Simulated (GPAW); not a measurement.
# How the Hubbard U moves the magnetism of linear Gd chain, spacing 3.312 A, part 2 of 2

Two starts of linear Gd chain, spacing 3.312 A are run at each rung of the Hubbard U. What moves?

GPAW 26.7.0; PBE with several values of U; plane waves with GPAW's PAW setups, scalar-relativistic.

So far, largest spin moment in the augmentation sphere (μB): step 2 (rung 1 (no U), start ferro +) 7.06; step 4 (rung 2 (U = 1.5 eV on Gd f), start ferro +) 7.27; step 5 (rung 2 (U = 1.5 eV on Gd f), start antiferro q=(0,0,1/2) +-) 7.00; step 6 (rung 3 (U = 3 eV on Gd f), start ferro +) 7.40; step 7 (rung 3 (U = 3 eV on Gd f), start antiferro q=(0,0,1/2) +-) 7.11.

### Step 8. Rung 4 (U = 4.5 eV on Gd f), start ferro +

Level of this step: PBE with U = 4.5 eV on Gd f; plane waves with GPAW's PAW setups, scalar-relativistic (GPAW).

order1.py reads:

```python
import json
import numpy as np
from ase import Atoms
from ase.parallel import paropen, parprint
from gpaw import GPAW

atoms = Atoms(['Gd'],
    cell=[[12.0, 0.0, 0.0],
         [0.0, 12.0, 0.0],
         [0.0, 0.0, 3.312]],
    scaled_positions=[[0.5, 0.5, 0.0]],
    pbc=True,
    magmoms=[7.0])
atoms.calc = GPAW(mode={'name': 'pw', 'ecut': 700},
    xc='PBE',
    kpts={'size': (1, 1, 8), 'gamma': True},
    occupations={'name': 'fermi-dirac', 'width': 0.05},
    convergence={'density': 1e-05, 'energy': 1e-05},
    maxiter=200,
    setups={'Gd': ':f,4.5'},
    symmetry={'tolerance': 1e-4},
    txt='order1.txt')
e = atoms.get_potential_energy(force_consistent=True)
res = {'free_energy': e, 'energy_sigma0': atoms.get_potential_energy(), 'fermi_energy': atoms.calc.get_fermi_level()}
res['moments'] = atoms.get_magnetic_moments().tolist()
res['total'] = atoms.get_magnetic_moment()
parprint('site moments (muB):', np.round(res['moments'], 3))
parprint(f"total moment: {res['total']:.3f} muB")
parprint(f'free energy: {e:.6f} eV')
atoms.calc.write('order1.gpw')
with paropen('results.json', 'w') as f:
    json.dump(res, f)
```

Command:

```sh
OMP_NUM_THREADS=1 python3 order1.py > order1.log
```

The program printed:

```text
site moments (muB): [7.409]
total moment: 8.775 muB
free energy: -10.989103 eV

--- order1.txt ---
Input parameters:
  mode=PW(ecut=700),
  convergence={'density': 1e-05, 'energy': 1e-05},
  kpts=MonkhorstPack(size=(1, 1, 8), gamma=True),
  maxiter=200,
  occupations=Occupations(name='fermi-dirac', width=0.05),
  setups={'Gd': ':f,4.5'},
  symmetry=Symmetry(tolerance=0.0001),
  xc=XC(name='PBE')

[...]
|          4 |       -10.807 |     1.000 |        -3.687 |     1.000 |
[...]
|         14 |        -2.057 |     0.037 |        -0.590 |     0.000 |
|         15 |        -1.442 |     0.000 |        -0.590 |     0.000 |
|         16 |        -1.442 |     0.000 |         0.652 |     0.000 |
|        ... |               |           |               |           |
|         18 |         1.597 |     0.000 |         1.831 |     0.000 |

No gap
No difference between direct/indirect transitions


[key lines of the parts left out:]
Free energy:     -10.989103
Converged in 13 steps
dipole moment: (-0.000001, -0.000001, -18.546951)  # |e|*Ang
Fermi level: -2.220
```

Wall time 57 s (1 MPI rank of Intel Xeon 6975P-C (Granite Rapids), shared host); peak memory 0.54 GiB.

This step gave:

```
magnetization  : 8.775 μB
final state    : ferromagnetic
largest moment : 7.409 μB
```

The largest moment moves by +0.01 μB from rung 3, at 0.70 times its CPU time.

### Step 9. Rung 4 (U = 4.5 eV on Gd f), start antiferro q=(0,0,1/2) +-

order2.py reads:

```python
import json
import numpy as np
from ase import Atoms
from ase.parallel import paropen, parprint
from gpaw import GPAW

atoms = Atoms(['Gd', 'Gd'],
    cell=[[12.0, 0.0, 0.0],
         [0.0, 12.0, 0.0],
         [0.0, 0.0, 6.624]],
    scaled_positions=[[0.5, 0.5, 0.0],
         [0.5, 0.5, 0.5]],
    pbc=True,
    magmoms=[7.0, -7.0])
atoms.calc = GPAW(mode={'name': 'pw', 'ecut': 700},
    xc='PBE',
    kpts={'size': (1, 1, 4), 'gamma': True},
    occupations={'name': 'fermi-dirac', 'width': 0.05},
    convergence={'density': 1e-05, 'energy': 1e-05},
    maxiter=200,
    setups={'Gd': ':f,4.5'},
    symmetry={'tolerance': 1e-4},
    txt='order2.txt')
e = atoms.get_potential_energy(force_consistent=True)
res = {'free_energy': e, 'energy_sigma0': atoms.get_potential_energy(), 'fermi_energy': atoms.calc.get_fermi_level()}
res['moments'] = atoms.get_magnetic_moments().tolist()
res['total'] = atoms.get_magnetic_moment()
parprint('site moments (muB):', np.round(res['moments'], 3))
parprint(f"total moment: {res['total']:.3f} muB")
parprint(f'free energy: {e:.6f} eV')
atoms.calc.write('order2.gpw')
with paropen('results.json', 'w') as f:
    json.dump(res, f)
```

Command:

```sh
OMP_NUM_THREADS=1 python3 order2.py > order2.log
```

The program printed:

```text
site moments (muB): [ 7.144 -7.144]
total moment: 0.000 muB
free energy: -21.476697 eV

--- order2.txt ---
Input parameters:
  mode=PW(ecut=700),
  convergence={'density': 1e-05, 'energy': 1e-05},
  kpts=MonkhorstPack(size=(1, 1, 4), gamma=True),
  maxiter=200,
  occupations=Occupations(name='fermi-dirac', width=0.05),
  setups={'Gd': ':f,4.5'},
  symmetry=Symmetry(tolerance=0.0001),
  xc=XC(name='PBE')

[...]
|         13 |       -10.046 |     1.000 |       -10.046 |     1.000 |
|         14 |       -10.034 |     1.000 |       -10.034 |     1.000 |
[...]
|         22 |        -0.952 |     0.000 |        -0.952 |     0.000 |
|         23 |        -0.587 |     0.000 |        -0.587 |     0.000 |
|         24 |        -0.480 |     0.000 |        -0.467 |     0.000 |
|         25 |        -0.480 |     0.000 |        -0.221 |     0.000 |

No gap
No difference between direct/indirect transitions


[key lines of the parts left out:]
Free energy:     -21.476697
Converged in 23 steps
dipole moment: (-0.000001, -0.000001, -37.059348)  # |e|*Ang
Fermi level: -1.788
```

It took 2.7 min on 1 MPI rank; peak memory 0.94 GiB.

Read from the output:

```
magnetization  : 0 μB
final state    : antiferromagnetic
largest moment : 7.144 μB
```

This start lies +250.8 meV a seeded atom from the first, a change of +21.4 meV since rung 3; its largest moment is 7.14 μB.

### Step 10. Rung 5 (U = 6 eV on Gd f), start ferro +

order1.py is the script of step 8 with these lines changed:

```diff
@@ -19,3 +19,3 @@
     maxiter=200,
-    setups={'Gd': ':f,4.5'},
+    setups={'Gd': ':f,6.0'},
     symmetry={'tolerance': 1e-4},
```

Command:

```sh
OMP_NUM_THREADS=1 python3 order1.py > order1.log
```

The program printed:

```text
site moments (muB): [7.413]
total moment: 8.774 muB
free energy: -11.012611 eV

--- order1.txt ---
Input parameters:
  mode=PW(ecut=700),
  convergence={'density': 1e-05, 'energy': 1e-05},
  kpts=MonkhorstPack(size=(1, 1, 8), gamma=True),
  maxiter=200,
  occupations=Occupations(name='fermi-dirac', width=0.05),
  setups={'Gd': ':f,6.0'},
  symmetry=Symmetry(tolerance=0.0001),
  xc=XC(name='PBE')

[...]
|          4 |       -11.515 |     1.000 |        -3.689 |     1.000 |
[...]
|         14 |        -2.053 |     0.035 |         0.116 |     0.000 |
|         15 |        -1.444 |     0.000 |         0.652 |     0.000 |
|         16 |        -1.444 |     0.000 |         1.280 |     0.000 |
|        ... |               |           |               |           |
|         18 |         1.596 |     0.000 |         1.833 |     0.000 |

No gap
No difference between direct/indirect transitions


[key lines of the parts left out:]
Free energy:     -11.012611
Converged in 12 steps
dipole moment: (-0.000001, -0.000001, -18.540135)  # |e|*Ang
Fermi level: -2.219
```

Run time: 47 s. Hardware: 1 MPI rank; peak memory 0.53 GiB.

Read from the output:

```yaml
magnetization: 8.774 μB
final_state: ferromagnetic
largest_moment: 7.413 μB
```

The largest moment is that of rung 4, at 0.83 times its CPU time.

### Step 11. Rung 5 (U = 6 eV on Gd f), start antiferro q=(0,0,1/2) +-

order2.py is the script of step 9 with these lines changed:

```diff
@@ -20,3 +20,3 @@
     maxiter=200,
-    setups={'Gd': ':f,4.5'},
+    setups={'Gd': ':f,6.0'},
     symmetry={'tolerance': 1e-4},
```

Command:

```sh
OMP_NUM_THREADS=1 python3 order2.py > order2.log
```

The program printed:

```text
site moments (muB): [ 7.153 -7.153]
total moment: -0.000 muB
free energy: -21.507764 eV

--- order2.txt ---
Input parameters:
  mode=PW(ecut=700),
  convergence={'density': 1e-05, 'energy': 1e-05},
  kpts=MonkhorstPack(size=(1, 1, 4), gamma=True),
  maxiter=200,
  occupations=Occupations(name='fermi-dirac', width=0.05),
  setups={'Gd': ':f,6.0'},
  symmetry=Symmetry(tolerance=0.0001),
  xc=XC(name='PBE')

[...]
|         13 |       -10.822 |     1.000 |       -10.821 |     1.000 |
|         14 |       -10.807 |     1.000 |       -10.807 |     1.000 |
[...]
|         22 |        -0.949 |     0.000 |        -0.949 |     0.000 |
|         23 |        -0.602 |     0.000 |        -0.602 |     0.000 |
|         24 |         0.090 |     0.000 |         0.090 |     0.000 |
|         25 |         0.269 |     0.000 |         0.269 |     0.000 |

No gap
No difference between direct/indirect transitions


[key lines of the parts left out:]
Free energy:     -21.507764
Converged in 19 steps
dipole moment: (-0.000001, -0.000001, -37.059948)  # |e|*Ang
Fermi level: -1.790
```

It took 2.2 min on 1 MPI rank; peak memory 0.93 GiB.

This step gave:

```
magnetization  : 0 μB
final state    : antiferromagnetic
largest moment : 7.153 μB
```

This start lies +258.7 meV a seeded atom from the first, a change of +8.0 meV since rung 4; its largest moment is 7.15 μB.

### Step 12. Rung 6 (U = 7.5 eV on Gd f), start ferro +

order1.py is the script of step 10 with these lines changed:

```diff
@@ -19,3 +19,3 @@
     maxiter=200,
-    setups={'Gd': ':f,6.0'},
+    setups={'Gd': ':f,7.5'},
     symmetry={'tolerance': 1e-4},
```

Command:

```sh
OMP_NUM_THREADS=1 python3 order1.py > order1.log
```

The program printed:

```text
site moments (muB): [7.417]
total moment: 8.772 muB
free energy: -11.040020 eV

--- order1.txt ---
Input parameters:
  mode=PW(ecut=700),
  convergence={'density': 1e-05, 'energy': 1e-05},
  kpts=MonkhorstPack(size=(1, 1, 8), gamma=True),
  maxiter=200,
  occupations=Occupations(name='fermi-dirac', width=0.05),
  setups={'Gd': ':f,7.5'},
  symmetry=Symmetry(tolerance=0.0001),
  xc=XC(name='PBE')

[...]
|          4 |       -12.226 |     1.000 |        -3.691 |     1.000 |
[...]
|         14 |        -2.048 |     0.033 |         0.772 |     0.000 |
|         15 |        -1.445 |     0.000 |         0.919 |     0.000 |
|         16 |        -1.445 |     0.000 |         1.280 |     0.000 |
|        ... |               |           |               |           |
|         18 |         1.596 |     0.000 |         1.839 |     0.000 |

No gap
No difference between direct/indirect transitions


[key lines of the parts left out:]
Free energy:     -11.040020
Converged in 12 steps
dipole moment: (-0.000001, -0.000001, -18.533552)  # |e|*Ang
Fermi level: -2.218
```

Elapsed: 48 s, on 1 MPI rank; peak memory 0.54 GiB.

Numbers from this step:

| Item | Value |
| --- | --- |
| magnetization | 8.772 μB |
| final state | ferromagnetic |
| largest moment | 7.417 μB |

The largest moment is that of rung 5, at 1.0 times its CPU time.

### Step 13. Rung 6 (U = 7.5 eV on Gd f), start antiferro q=(0,0,1/2) +-

order2.py is the script of step 11 with these lines changed:

```diff
@@ -20,3 +20,3 @@
     maxiter=200,
-    setups={'Gd': ':f,6.0'},
+    setups={'Gd': ':f,7.5'},
     symmetry={'tolerance': 1e-4},
```

Command:

```sh
OMP_NUM_THREADS=1 python3 order2.py > order2.log
```

The program printed:

```text
site moments (muB): [ 7.157 -7.157]
total moment: -0.000 muB
free energy: -21.554786 eV

--- order2.txt ---
Input parameters:
  mode=PW(ecut=700),
  convergence={'density': 1e-05, 'energy': 1e-05},
  kpts=MonkhorstPack(size=(1, 1, 4), gamma=True),
  maxiter=200,
  occupations=Occupations(name='fermi-dirac', width=0.05),
  setups={'Gd': ':f,7.5'},
  symmetry=Symmetry(tolerance=0.0001),
  xc=XC(name='PBE')

[...]
|         13 |       -11.558 |     1.000 |       -11.558 |     1.000 |
|         14 |       -11.542 |     1.000 |       -11.542 |     1.000 |
[...]
|         22 |        -0.949 |     0.000 |        -0.949 |     0.000 |
|         23 |        -0.608 |     0.000 |        -0.608 |     0.000 |
|         24 |         0.084 |     0.000 |         0.084 |     0.000 |
|         25 |         0.268 |     0.000 |         0.268 |     0.000 |

No gap
No difference between direct/indirect transitions


[key lines of the parts left out:]
Free energy:     -21.554786
Converged in 21 steps
dipole moment: (-0.000001, -0.000001, -37.051964)  # |e|*Ang
Fermi level: -1.788
```

The job ended after 2.4 min (1 MPI rank; peak memory 0.93 GiB).

Numbers from this step:

| Item | Value |
| --- | --- |
| magnetization | 0 μB |
| final state | antiferromagnetic |
| largest moment | 7.157 μB |

This start lies +262.6 meV a seeded atom from the first, a change of +3.9 meV since rung 5; its largest moment is 7.16 μB.

### Step 14. A faulty input

A slip in the input shows what the program catches and what it lets pass.

run.py reads:

```python
import json
import numpy as np
from ase import Atoms
from ase.parallel import paropen, parprint
from gpaw import GPAW

atoms = Atoms(['Gd'],
    cell=[[12.0, 0.0, 0.0],
         [0.0, 12.0, 0.0],
         [0.0, 0.0, 3.312]],
    scaled_positions=[[0.5, 0.5, 0.0]],
    pbc=True,
    magmoms=[7.0])
atoms.calc = GPAW(mode={'name': 'pw', 'ecut': 700},
    xc='PBE',
    kpts={'size': (1, 1, 8), 'gamma': True},
    occupations={'name': 'fermi-dirac', 'width': 0.0},
    convergence={'density': 1e-05, 'energy': 1e-05},
    maxiter=75,
    symmetry={'tolerance': 1e-4},
    txt='run.txt')
e = atoms.get_potential_energy(force_consistent=True)
res = {'free_energy': e, 'energy_sigma0': atoms.get_potential_energy(), 'fermi_energy': atoms.calc.get_fermi_level()}
res['moments'] = atoms.get_magnetic_moments().tolist()
res['total'] = atoms.get_magnetic_moment()
parprint('site moments (muB):', np.round(res['moments'], 3))
parprint(f"total moment: {res['total']:.3f} muB")
parprint(f'free energy: {e:.6f} eV')
atoms.calc.write('run.gpw')
with paropen('results.json', 'w') as f:
    json.dump(res, f)
```

Command:

```sh
OMP_NUM_THREADS=1 python3 run.py > run.log
```

The program printed:

```text
Input parameters:
  mode=PW(ecut=700),
  convergence={'density': 1e-05, 'energy': 1e-05},
  kpts=MonkhorstPack(size=(1, 1, 8), gamma=True),
  maxiter=75,
  occupations=Occupations(name='fermi-dirac', width=0.0),
  symmetry=Symmetry(tolerance=0.0001),
  xc=XC(name='PBE')

Diagonalizing LCAO Hamiltonian
Converting LCAO to pw mode
        .----------------------------.
       /|                            |
      / |                            |
     /  |                            |
    /   .----------------------------.
   /   /                            /
  /   /                            /
 *   /                            /
 |  /              Gd            /
 | /                            /
 |/                            /
 *----------------------------*

Atoms  # Å, Bohr magnetons
|   | symbol |        x |        y |        z |    initial magnetic moments |
|---|--------|----------|----------|----------|-----------------------------|
| 0 |     Gd | 6.000000 | 6.000000 | 0.000000 | ( 0.0000,  0.0000,  7.0000) |

Number of symmetries: 16

BZ-sampling:
  Number of BZ points: 8
  Number of IBZ points: 5

  Monkhorst-Pack size: [1, 1, 8]
  Monkhorst-Pack shift: [0.0, 0.0, 0.0625]

Plane wave coefficients: 20134
Cutoff: 700.0 eV

Spin-components: 2 (collinear spins)
Bands:           19
Projectors:      8
Spin-degeneracy: 1
Datatype:        complex128

Parallelization:
  kpt:    1
  domain: 1
  band:   1

Density:
  Valence electrons: 18.0
  Components: 2
  Grid points: [75 75 21]
  Charge: 0.0  # |e|

Potential:
  Grid points: [75 75 21]

[... setups left out ...]
Reference energy: -306701.573925  # eV

convergence criteria:
- Maximum integral of absolute [dens]ity change: 1e-05 electrons / valence electron
- Maximum [total energy] change in last 3 cyles: 1e-05 eV / valence electron
- Maximum integral of absolute [eigenst]ate change: 4e-08 eV^2 / valence electron
maximum number of iterations: 75

SCF iterations
|iter     |      energy | eigst |  dens |  magmom |
|---------|-------------|-------|-------|---------|
|iter:   1|       0s |  -19.988520 | +0.30 |       |  +7.0022|
|iter:   2|       4s |  -11.280702 | +0.32 | -0.06 |  +6.8021|
|iter:   3|       7s |  -11.156677 | -1.00 | -0.85 |  +6.8638|
|iter:   4|      11s |  -12.227189 | -0.75 | -0.88 |  +7.2543|
|iter:   5|      15s |  -10.952601 | -1.31 | -0.51 |  +7.0366|
|iter:   6|      19s |  -10.941575 | -2.78 | -1.05 |  +7.2019|
[...]
[... 43 iterations left out ...]
[...]
|iter:  60|     219s |  -11.045170 | -3.17 | -0.99 |  +8.4236|
|iter:  61|     222s |  -11.037455 | -3.86 | -1.44 |  +8.4450|
|iter:  62|     226s |  -11.034789 | -5.06 | -1.36 |  +8.4332|
|iter:  63|     230s |  -11.033958 | -5.26 | -1.37 |  +8.4244|
```

Elapsed: 4 min, on 1 MPI rank; peak memory 0.56 GiB.

The run was cut off at its time limit.

The fault put into the input: no smearing.

Sharp occupations jump between cycles where states lie close to the highest filled one; a small width steadies them.

### Step 15. The rungs together

Ladder, by row:

```
rung           U  state from the first start  state from the second start  second less first (meV a seeded atom)  moment, first (μB)  moment, second (μB)  CPU time (s)
   1        none               ferromagnetic            antiferromagnetic                                  165.8               7.065                6.833         391.9
   2  Gd: f, 1.5               ferromagnetic            antiferromagnetic                                  189.7               7.272                7.003         378.1
   3  Gd: f, 3.0               ferromagnetic            antiferromagnetic                                  229.3               7.402                7.109         245.5
   4  Gd: f, 4.5               ferromagnetic            antiferromagnetic                                  250.8               7.409                7.144         216.9
   5  Gd: f, 6.0               ferromagnetic            antiferromagnetic                                  258.7               7.413                7.153         179.6
   6  Gd: f, 7.5               ferromagnetic            antiferromagnetic                                  262.6               7.417                7.157         194.2
```

### Step 16. What came out

- range of the moment in the table, first start: 7.06 to 7.42 μB
- range of CPU time: 3 min to 6.5 min
- range of the energy difference: 166 to 263 meV a seeded atom

In words: From the smallest U to the largest the moment goes from 7.06 to 7.42 μB and the energy difference from 166 to 263 meV a seeded atom. The first start ends lower on every rung of the table. The f shell is half filled, so the spin-only picture is fair.

[Logs and program files are shortened in this print: banners, set-up blocks, solver, clock and traceback lines can be left out without a mark of their own.]

[Logs are printed without paths, hosts, clocks, repeated set-up lines and the standing remarks that a program may print on its own settings, such as how far it seeks lower states.]

[Hosts, paths, dates, database ids (printed as entryN), source tags and the programs' standing remarks are cut or masked in the printed files.]

[Where a cell is said to come from a database of computed structures, the database is the Materials Project.]
